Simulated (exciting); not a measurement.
Consider TaAgO3, space group R-3c.

```cif
data_structure
_symmetry_space_group_name_H-M 'P 1'
_symmetry_Int_Tables_number 1
_cell_length_a 5.6510
_cell_length_b 5.6510
_cell_length_c 5.6510
_cell_angle_alpha 59.120
_cell_angle_beta 59.120
_cell_angle_gamma 59.120
_cell_volume 125.04
loop_
_atom_site_label
_atom_site_type_symbol
_atom_site_fract_x
_atom_site_fract_y
_atom_site_fract_z
_atom_site_occupancy
Ta1 Ta 0.00000 0.00000 0.00000 1
Ta2 Ta 0.50000 0.50000 0.50000 1
Ag3 Ag 0.75000 0.75000 0.75000 1
Ag4 Ag 0.25000 0.25000 0.25000 1
O5 O 0.80653 0.25000 0.69347 1
O6 O 0.25000 0.69347 0.80653 1
O7 O 0.69347 0.80653 0.25000 1
O8 O 0.75000 0.30653 0.19347 1
O9 O 0.19347 0.75000 0.30653 1
O10 O 0.30653 0.19347 0.75000 1
```

Absorber: atom 5, with 2 Ta at 2.01 Å (bent, 162°, site symmetry 2). Method: exciting, all-electron LAPW+lo, LDA, exchange and screened direct term (singlet BSE), 2×2×2 shifted k points, 52 conduction bands, |G+q| up to 3 bohr⁻¹, full RPA screening with nempty = 86, Lorentzian half width 0.45 eV.

**Question.** What does the O K spectrum look like, and is there a bound core exciton?

Bound core exciton? Yes on this mesh: the first bright state (over 5 % of the brightest) lies at -0.51 eV from the Kohn–Sham onset and at -0.70 eV from the lowest bare transition of its own mesh. Maxima (height): 0.7 eV (1.00), 5.2 eV (0.62), 6.5 eV (0.70), 10.5 eV (0.47), 16.0 eV (0.20) and 19.6 eV (0.24).

Energy from the Kohn–Sham onset, core level to the lowest empty state found on the meshes used; Im ε in relative units:

```
E (eV)  Im ε
  -4.0  0.02
  -3.5  0.03
  -3.0  0.03
  -2.5  0.05
  -2.0  0.06
  -1.5  0.10
  -1.0  0.17
  -0.5  0.36
   0.0  0.71
   0.5  0.96
   1.0  0.94
   1.5  0.63
   2.0  0.46
   2.5  0.40
   3.0  0.29
   3.5  0.24
   4.0  0.33
   4.5  0.49
   5.0  0.60
   5.5  0.60
   6.0  0.60
   6.5  0.70
   7.0  0.62
   7.5  0.50
   8.0  0.46
   8.5  0.37
   9.0  0.28
   9.5  0.21
  10.0  0.30
  10.5  0.47
  11.0  0.35
  11.5  0.31
  12.0  0.29
  12.5  0.27
  13.0  0.24
  13.5  0.18
  14.0  0.15
  14.5  0.17
  15.0  0.19
  15.5  0.19
  16.0  0.20
  16.5  0.17
  17.0  0.18
  17.5  0.18
  18.0  0.20
  18.5  0.20
  19.0  0.22
  19.5  0.24
  20.0  0.24
  20.5  0.19
  21.0  0.16
  21.5  0.14
  22.0  0.15
  22.5  0.15
```

A mesh of 8 points doesn't converge binding energies, and fine structure above the first lines is partly noise of the mesh. Exchange and the short-range direct term aren't converged in the kernel cutoff. The zero comes from the unshifted 3×3×3 ground-state mesh; it is exact only where the band minimum lies on that mesh. The Kohn–Sham onset, 503 eV, is no photon energy: the scale needs a rigid shift. No quasiparticle correction widens the gap or stretches the bands. Vibrations and energy-dependent lifetimes are left out. The structure is a Materials Project entry, computed there, and may be a hypothetical form.

[Banner, clock and machine lines of the logs are left out without a mark of their own.]

[Logs are printed without paths, hosts, clocks, repeated set-up lines and the standing remarks that a program may print on its own settings, such as how far it seeks lower states.]

[Hosts, paths, dates, database ids (printed as entryN), source tags and the programs' standing remarks are cut or masked in the printed files.]
